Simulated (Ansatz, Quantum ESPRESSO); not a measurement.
# F-SiC-F chair, 1 layer in an electric field, part 4 of 6

Aim: how F-SiC-F chair, 1 layer screens a field along its normal, and what the field does to its bands.

Quantum ESPRESSO 7.5; plane-wave DFT, RPBE, GBRV ultrasoft pseudopotentials made under PBE; geometry and cross-check by Ansatz 0.2.0 with PAW datasets.

So far. Step 6 (SCF with pw.x: field 0.1 V/Å): The dipole goes from -0.0053 to 0.0110 e Å, 0.1636 e Å per V/Å. Step 7 (Potential by pp.x): The slope in the vacuum is 0.100 eV/Å for an applied 0.10 V/Å, as it should be.

## (8) Self-consistent run: field 0.2 V/Å

f2.in

```
&control
  prefix = 'f2'
  outdir = './out'
  pseudo_dir = './pseudo'
  calculation = 'scf'
  tprnfor = .true.
  tefield = .true.
  dipfield = .true.
/
&system
  ibrav = 0
  nat = 4
  ntyp = 3
  ecutwfc = 40
  ecutrho = 200
  input_dft = 'rpbe'
  occupations = 'smearing'
  smearing = 'fd'
  degauss = 0.004
  edir = 3
  emaxpos = 0.97
  eopreg = 0.04
  eamp = 0.00388938
/
&electrons
  conv_thr = 1e-09
  mixing_beta = 0.4
  electron_maxstep = 120
  mixing_mode = 'plain'
  startingpot = 'file'
/
ATOMIC_SPECIES
  F   18.9984  f_pbe_v1.4.uspp.F.UPF
  C   12.0110  c_pbe_v1.2.uspp.F.UPF
  Si  28.0850  si_pbe_v1.uspp.F.UPF
CELL_PARAMETERS angstrom
  3.16858324911543 0.00000000000000 0.00000000000000
  -1.58429162455771 2.74407358773980 -0.00000000000000
  0.00000000000000 -0.00000000000000 20.63333333330000
ATOMIC_POSITIONS crystal
  F   0.666666666667 0.333333333333 0.410407102939
  C   0.666666666667 0.333333333333 0.479934719151
  Si  0.333333333333 0.666666666667 0.507506111400
  F   0.333333333333 0.666666666667 0.585189223210
K_POINTS automatic
  12 12 1 0 0 0
```

Run with:

```
> cp -r out/f0.save out/f2.save
> OMP_NUM_THREADS=1 mpirun -n 4 pw.x -nk 4 -in f2.in > f2.out
```

The program printed:

```text
[banner, memory and clock lines left out]
Program PWSCF v.7.5 starts
[...]
number of electrons       =        22.00
     number of Kohn-Sham states=           15
     kinetic-energy cutoff     =      40.0000  Ry
     charge density cutoff     =     200.0000  Ry
[...]
number of k points=    74  Fermi-Dirac smearing, width (Ry)=  0.0040
[...]
Dense  grid:    58021 G-vectors     FFT dimensions: (  27,  27, 180)
[...]
The initial density is read from file :
[...]
negative rho (up, down):  6.488E-04 0.000E+00
[...]
Starting wfcs are   16 randomized atomic wfcs
[...]
negative rho (up, down):  6.478E-04 0.000E+00
[...]
estimated scf accuracy    <       0.00271798 Ry
[...]
negative rho (up, down):  6.483E-04 0.000E+00
[...]
estimated scf accuracy    <       0.00165256 Ry
[...]
negative rho (up, down):  6.484E-04 0.000E+00
[...]
estimated scf accuracy    <       0.00000487 Ry
[...]
negative rho (up, down):  6.484E-04 0.000E+00
[...]
estimated scf accuracy    <       0.00000145 Ry
[...]
negative rho (up, down):  6.484E-04 0.000E+00
[...]
estimated scf accuracy    <       0.00000010 Ry
[...]
negative rho (up, down):  6.484E-04 0.000E+00
[...]
estimated scf accuracy    <       0.00000002 Ry
[...]
negative rho (up, down):  6.484E-04 0.000E+00
[...]
Computed dipole along edir(3) :
        Dipole                0.0517 Ry au,          0.1315 Debye
        Dipole field          0.0005 Ry au,
        E field amplitude [Ha a.u.]:  3.8894E-03
        Potential amp.        0.2510 Ry
        Total length         37.4317 bohr
[...]
the Fermi energy is    -3.3643 ev
!    total energy              =    -118.50488828 Ry
     estimated scf accuracy    <          5.9E-10 Ry
     smearing contrib. (-TS)   =      -0.00000000 Ry
     internal energy E=F+TS    =    -118.50488828 Ry
[...]
one-electron contribution =    -766.86937070 Ry
     hartree contribution      =     388.96454621 Ry
     xc contribution           =     -26.82007928 Ry
     ewald contribution        =     286.22039022 Ry
     electric field correction =      -0.00037472 Ry
     convergence has been achieved in   7 iterations
     negative rho (up, down):  6.484E-04 0.000E+00
[...]
Total force =     0.019380     Total SCF correction =     0.000081
[...]
```

The job ended after 17 s (4 MPI ranks of Arm Neoverse V2, shared host; peak memory 0.41 GiB).

Numbers from this step:

```
free energy                          : -1612.3411 eV
Fermi energy                         : -3.364 eV
dipole along the normal              : 0.02738 e·Å
valence top, on the run's zero       : -4.451 eV
conduction bottom, on the run's zero : -2.359 eV
gap by band count                    : 2.091 eV
```

The dipole goes from -0.0053 to 0.0274 e Å, 0.1635 e Å per V/Å.

## (9) Potential by pp.x

f2.pot.in

```
&inputpp
  prefix = 'f2'
  outdir = './out'
  filplot = 'f2.pot.dat'
  plot_num = 11
/
```

Run with:

```
> OMP_NUM_THREADS=1 mpirun -n 4 pp.x -in f2.pot.in > f2.pot.out
```

It took 0.85 s on 4 MPI ranks; peak memory 0.1 GiB.

Read from the output:

| Item | Value |
| --- | --- |
| slope of the potential above | 0.2000 eV/Å |
| upper vacuum line continued to the top atoms, over the valence top | 7.663 eV |
| slope of the potential below | 0.2000 eV/Å |
| lower vacuum line continued to the bottom atoms, over the valence top | 7.512 eV |

The slope in the vacuum is 0.200 eV/Å for an applied 0.20 V/Å, as it should be.

## (10) Band structure: field 0.2 V/Å

f2.bands.in

```
&control
  prefix = 'f2.bands'
  outdir = './out'
  pseudo_dir = './pseudo'
  calculation = 'bands'
  tefield = .true.
  dipfield = .true.
/
&system
  ibrav = 0
  nat = 4
  ntyp = 3
  ecutwfc = 40
  ecutrho = 200
  input_dft = 'rpbe'
  occupations = 'smearing'
  smearing = 'fd'
  degauss = 0.004
  edir = 3
  emaxpos = 0.97
  eopreg = 0.04
  eamp = 0.00388938
  nbnd = 17
/
&electrons
  conv_thr = 1e-07
  mixing_beta = 0.4
  electron_maxstep = 120
  mixing_mode = 'local-TF'
/
ATOMIC_SPECIES
  F   18.9984  f_pbe_v1.4.uspp.F.UPF
  C   12.0110  c_pbe_v1.2.uspp.F.UPF
  Si  28.0850  si_pbe_v1.uspp.F.UPF
CELL_PARAMETERS angstrom
  3.16858324911543 0.00000000000000 0.00000000000000
  -1.58429162455771 2.74407358773980 -0.00000000000000
  0.00000000000000 -0.00000000000000 20.63333333330000
ATOMIC_POSITIONS crystal
  F   0.666666666667 0.333333333333 0.410407102939
  C   0.666666666667 0.333333333333 0.479934719151
  Si  0.333333333333 0.666666666667 0.507506111400
  F   0.333333333333 0.666666666667 0.585189223210
K_POINTS crystal_b
4
  0.0000000000 0.0000000000 0.0000000000 14
  0.5000000000 0.0000000000 0.0000000000 14
  0.3333333333 0.3333333333 0.0000000000 14
  0.0000000000 0.0000000000 0.0000000000 1
```

Run with:

```
> cp -r out/f2.save out/f2.bands.save
> cp out/f2.xml out/f2.bands.xml
> OMP_NUM_THREADS=1 mpirun -n 4 pw.x -nk 4 -in f2.bands.in > f2.bands.out
```

The program printed:

```text
[banner, memory and clock lines left out]
Program PWSCF v.7.5 starts
[citation notice left out]

[...]
bravais-lattice index     =            0
     lattice parameter (alat)  =       5.9878  a.u.
     unit-cell volume          =    1210.6730 (a.u.)^3
     number of atoms/cell      =            4
     number of atomic types    =            3
     number of electrons       =        22.00
     number of Kohn-Sham states=           17
     kinetic-energy cutoff     =      40.0000  Ry
     charge density cutoff     =     200.0000  Ry
     Exchange-correlation= RPBE
                           (   1   4  44   4   0   0   0)

[...]
PseudoPot. # 1 for F  read from file:
     ./pseudo/f_pbe_v1.4.uspp.F.UPF
     Pseudo is Ultrasoft, Zval =  7.0
     Generated by new atomic code, or converted to UPF format
     Using radial grid of  799 points,  4 beta functions with:
                l(1) =   0
                l(2) =   0
                l(3) =   1
                l(4) =   1
     Q(r) pseudized with  8 coefficients,  rinner =    0.950   0.950   0.950

     PseudoPot. # 2 for C  read from file:
     ./pseudo/c_pbe_v1.2.uspp.F.UPF
     Pseudo is Ultrasoft + core correction, Zval =  4.0
     Generated by new atomic code, or converted to UPF format
     Using radial grid of  721 points,  4 beta functions with:
                l(1) =   0
                l(2) =   0
                l(3) =   1
                l(4) =   1
     Q(r) pseudized with  8 coefficients,  rinner =    1.100   1.100   1.100

     PseudoPot. # 3 for Si read from file:
     ./pseudo/si_pbe_v1.uspp.F.UPF
     Pseudo is Ultrasoft + core correction, Zval =  4.0
     Generated by new atomic code, or converted to UPF format
     Using radial grid of  899 points,  6 beta functions with:
                l(1) =   0
                l(2) =   0
                l(3) =   1
                l(4) =   1
                l(5) =   2
                l(6) =   2
     Q(r) pseudized with  8 coefficients,  rinner =    0.900   0.900   0.900
                                                       0.900   0.900

     atomic species   valence    mass     pseudopotential
     F                 7.00    18.99840     F ( 1.00)
     C                 4.00    12.01100     C ( 1.00)
     Si                4.00    28.08500     Si( 1.00)

     No symmetry found

[...]
number of k points=    43  Fermi-Dirac smearing, width (Ry)=  0.0040
[...]
Dense  grid:    58021 G-vectors     FFT dimensions: (  27,  27, 180)

     Smooth grid:    41173 G-vectors     FFT dimensions: (  25,  25, 160)

     The potential is recalculated from file :
     ./out/f2.bands.save/charge-density

     negative rho (up, down):  6.484E-04 0.000E+00

     Adding external electric field

     Computed dipole along edir(3) :
        Dipole                0.0517 Ry au,          0.1315 Debye
        Dipole field          0.0005 Ry au,

        E field amplitude [Ha a.u.]:  3.8894E-03
        Potential amp.        0.2510 Ry
        Total length         37.4317 bohr

     Starting wfcs are   16 randomized atomic wfcs +    1 random wfcs

     Band Structure Calculation
     Davidson diagonalization with overlap

     ethr =  4.55E-10,  avg # of iterations = 49.5

     End of band structure calculation

          k = 0.0000 0.0000 0.0000 (  5107 PWs)   bands (ev):

   -28.6759 -28.3621 -17.3582 -11.7909  -9.7704  -8.8199  -8.8199  -8.3038
    -8.3038  -4.4506  -4.4506  -2.3592   1.4261   1.7516   2.5459   2.9293
     2.9293

          k = 0.0357 0.0206 0.0000 (  5097 PWs)   bands (ev):

   -28.6736 -28.3602 -17.3425 -11.7883  -9.7748  -8.8516  -8.8282  -8.3120
    -8.3061  -4.5304  -4.4690  -2.3067   1.4727   1.7770   2.5712   2.8854
     2.9879

[...]
```

It took 10 s on 4 MPI ranks; peak memory 0.29 GiB; 41 s of CPU time.

Band numbers count within the set of bands kept for display. Electronic bands along the path, in eV, zero at the highest filled level of the SCF mesh; v1 is the highest filled band, c1 the lowest empty one:

```
  point     v4     v3     v2     v1    c1    c2    c3     c4
      Γ  -3.85  -3.85   0.00   0.00  2.09  5.88  6.20   7.00
halfway  -4.13  -3.95  -1.99  -0.59  3.36  5.74  7.41   7.89
      M  -4.35  -4.05  -3.11  -0.99  3.75  6.02  7.44  10.56
halfway  -4.48  -4.03  -2.99  -1.77  5.29  6.28  7.89   9.41
      K  -4.62  -4.01  -2.81  -2.39  6.33  7.32  7.73   9.08
halfway  -4.19  -4.00  -2.15  -1.12  3.88  6.67  7.40   7.86
      Γ  -3.85  -3.85   0.00   0.00  2.09  5.88  6.20   7.00
```

Upper empty bands that drop with the field can be states of the vacuum, held by the sawtooth; they depend on the cell's width.

Along this path the valence top lies at Γ and the conduction bottom at Γ.

## (11) Ground state: field -0.2 V/Å

f3.in, as its differences from the input of step 8:

```diff
@@ -1,3 +1,3 @@
 &control
-  prefix = 'f2'
+  prefix = 'f3'
   outdir = './out'
@@ -22,3 +22,3 @@
   eopreg = 0.04
-  eamp = 0.00388938
+  eamp = -0.00388938
 /
```

Run with:

```
> cp -r out/f0.save out/f3.save
> OMP_NUM_THREADS=1 mpirun -n 4 pw.x -nk 4 -in f3.in > f3.out
```

The program printed:

```text
[banner, memory and clock lines left out]
Program PWSCF v.7.5 starts
[...]
number of electrons       =        22.00
     number of Kohn-Sham states=           15
     kinetic-energy cutoff     =      40.0000  Ry
     charge density cutoff     =     200.0000  Ry
[...]
number of k points=    74  Fermi-Dirac smearing, width (Ry)=  0.0040
[...]
Dense  grid:    58021 G-vectors     FFT dimensions: (  27,  27, 180)
[...]
The initial density is read from file :
[...]
negative rho (up, down):  6.488E-04 0.000E+00
[...]
Starting wfcs are   16 randomized atomic wfcs
[...]
negative rho (up, down):  6.491E-04 0.000E+00
[...]
estimated scf accuracy    <       0.00278327 Ry
[...]
negative rho (up, down):  6.487E-04 0.000E+00
[...]
estimated scf accuracy    <       0.00175082 Ry
[...]
negative rho (up, down):  6.488E-04 0.000E+00
[...]
estimated scf accuracy    <       0.00000478 Ry
[...]
negative rho (up, down):  6.489E-04 0.000E+00
[...]
estimated scf accuracy    <       0.00000138 Ry
[...]
negative rho (up, down):  6.489E-04 0.000E+00
[...]
estimated scf accuracy    <       0.00000007 Ry
[...]
negative rho (up, down):  6.489E-04 0.000E+00
[...]
estimated scf accuracy    <       0.00000001 Ry
[...]
negative rho (up, down):  6.490E-04 0.000E+00
[...]
Computed dipole along edir(3) :
        Dipole               -0.0718 Ry au,         -0.1826 Debye
        Dipole field         -0.0007 Ry au,
        E field amplitude [Ha a.u.]: -3.8894E-03
        Potential amp.       -0.2354 Ry
        Total length         37.4317 bohr
[...]
the Fermi energy is    -3.3634 ev
!    total energy              =    -118.50504458 Ry
     estimated scf accuracy    <          7.6E-10 Ry
     smearing contrib. (-TS)   =      -0.00000000 Ry
     internal energy E=F+TS    =    -118.50504458 Ry
[...]
one-electron contribution =    -766.86387254 Ry
     hartree contribution      =     388.95840931 Ry
     xc contribution           =     -26.81946641 Ry
     ewald contribution        =     286.22039022 Ry
     electric field correction =      -0.00050516 Ry
     convergence has been achieved in   7 iterations
     negative rho (up, down):  6.490E-04 0.000E+00
[...]
Total force =     0.021430     Total SCF correction =     0.000101
[...]
```

Run time: 17 s. Hardware: 4 MPI ranks; peak memory 0.42 GiB.

Numbers from this step:

| Item | Value |
| --- | --- |
| free energy | -1612.3433 eV |
| Fermi energy | -3.363 eV |
| dipole along the normal | -0.03802 e·Å |
| valence top, on the run's zero | -4.440 eV |
| conduction bottom, on the run's zero | -2.358 eV |
| gap by band count | 2.082 eV |

The dipole goes from -0.0053 to -0.0380 e Å, 0.1634 e Å per V/Å.

## (12) Electrostatic potential

f3.pot.in

```
&inputpp
  prefix = 'f3'
  outdir = './out'
  filplot = 'f3.pot.dat'
  plot_num = 11
/
```

Run with:

```
> OMP_NUM_THREADS=1 mpirun -n 4 pp.x -in f3.pot.in > f3.pot.out
```

Wall time 0.85 s (4 MPI ranks); peak memory 0.1 GiB.

This step gave:

| Quantity | Value |
| --- | --- |
| slope of the potential above | -0.2000 eV/Å |
| upper vacuum line continued to the top atoms, over the valence top | 7.556 eV |
| slope of the potential below | -0.2000 eV/Å |
| lower vacuum line continued to the bottom atoms, over the valence top | 7.486 eV |

The slope in the vacuum is -0.200 eV/Å for an applied -0.20 V/Å, as it should be.

Each curve counts from the valence top of its own run.

The potential energy (potential at 0 V/Å) oscillates, so the rows of the table below give means over windows of 1 Å about each position, cut where the curve ends. Its maxima inside the range that stand out by 2 % of the span (Å: eV): 9.1: 1.39, 11.5: 0.840. Its minima: 8.5: -2.17, 10.2: -15.0, 12.0: -2.47.

The runs together. Table of potential energy by z; means over each step:

```
z (Å)  potential at 0 V/Å (eV)  potential at 0.1 V/Å (eV)  potential at 0.2 V/Å (eV)  potential at -0.2 V/Å (eV)
    0                     7.50                       6.78                       6.06                        8.95
    1                     7.50                       6.76                       6.02                        8.98
    2                     7.50                       6.86                       6.22                        8.78
    3                     7.50                       6.96                       6.42                        8.58
    4                     7.50                       7.06                       6.62                        8.38
    5                     7.50                       7.16                       6.82                        8.18
    6                     7.50                       7.26                       7.02                        7.98
    7                     7.42                       7.28                       7.14                        7.71
    8                     3.43                       3.37                       3.31                        3.55
    9                   -0.552                     -0.569                     -0.587                      -0.518
   10                    -12.2                      -12.1                      -12.1                       -12.2
   11                    -5.77                      -5.74                      -5.72                       -5.82
   12                   -0.376                     -0.311                     -0.246                      -0.506
   13                     6.74                       6.87                       6.99                        6.49
   14                     7.60                       7.82                       8.04                        7.16
   15                     7.61                       7.93                       8.25                        6.97
   16                     7.61                       8.03                       8.45                        6.77
   17                     7.61                       8.13                       8.65                        6.57
   18                     7.61                       8.23                       8.85                        6.37
   19                     7.61                       8.33                       9.05                        6.17
   20                     7.59                       8.16                       8.73                        6.46
```

(Part 4 of 6 ends here.)

[Logs are printed without paths, hosts, clocks, repeated set-up lines and the standing remarks that a program may print on its own settings, such as how far it seeks lower states.]

[Hosts, paths, dates, database ids (printed as entryN), source tags and the programs' standing remarks are cut or masked in the printed files.]

[Maps of the electrostatic potential energy from Ansatz leave out the sawtooth potential of an applied field or a dipole correction, so their vacuum need not be flat; planar profiles and work functions include it.]
